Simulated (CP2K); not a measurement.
2-fluoroimidazole has these distinct N atoms: N3 (bonded to 2 C) and N6 (bonded to 2 C and H).

```xyz
9

F     2.4316   -0.5628   -0.0042
C     1.0953   -0.4331   -0.0068
N     0.2380   -1.4128   -0.0493
C    -0.9979   -0.7696   -0.0345
C    -0.8459    0.5956    0.0176
N     0.5304    0.8073    0.0374
H    -1.9214   -1.3371   -0.0614
H    -1.5506    1.4175    0.0413
H     1.0203    1.6950    0.0599
```

Their partial N K spectra (CP2K XAS_TDP, all-electron GAPW, PBEh(45%), aug-cc-pVDZ, TDA, GW2X-corrected core level, no relativity) are given in random order, each times the number of alike atoms.

Gaussian full width 0.5 eV, oscillator strength per eV, alike atoms added, rows of zeros left out:

```
E (eV)  curve 1  curve 2
400.75    0.000    0.001
401.00    0.000    0.015
401.25    0.000    0.071
401.50    0.000    0.086
401.75    0.000    0.027
402.00    0.000    0.002
403.25    0.002    0.001
403.50    0.019    0.002
403.75    0.058    0.003
404.00    0.045    0.001
404.25    0.020    0.001
404.50    0.028    0.004
404.75    0.017    0.004
405.00    0.003    0.001
405.25    0.000    0.001
405.50    0.000    0.005
405.75    0.000    0.009
406.00    0.003    0.008
406.25    0.012    0.014
406.50    0.014    0.019
406.75    0.006    0.014
407.00    0.004    0.016
407.25    0.005    0.025
407.50    0.006    0.033
407.75    0.024    0.026
408.00    0.059    0.008
408.25    0.049    0.007
408.50    0.018    0.013
408.75    0.012    0.012
409.00    0.009    0.007
409.25    0.015    0.012
409.50    0.018    0.014
409.75    0.010    0.006
410.00    0.011    0.004
410.25    0.012    0.009
410.50    0.007    0.021
410.75    0.007    0.020
411.00    0.010    0.007
411.25    0.008    0.002
411.50    0.005    0.006
```

Which curve belongs to which atom?

Curve 1: N6 (bonded to 2 C and H), leading line at 403.82 eV (f = 0.033 an atom), ionisation energy 407.65 eV, term value 3.83 eV. Curve 2: N3 (bonded to 2 C), leading line at 401.41 eV (f = 0.050 an atom), ionisation energy 405.55 eV, term value 4.14 eV. The leading line of an atom is its first one with 35 % of the strongest within 2.5 eV of its lowest line over the strength cut. A line lies at the core ionisation energy, which rises as an atom loses charge to its neighbours or to a π system, less the term value, which is large for a low π* or σ* orbital with weight on that atom.

[Banner, clock and machine lines of the logs are left out without a mark of their own.]

[Logs are printed without paths, hosts, clocks, repeated set-up lines and the standing remarks that a program may print on its own settings, such as how far it seeks lower states.]

[Hosts, paths, dates, database ids (printed as entryN), source tags and the programs' standing remarks are cut or masked in the printed files.]
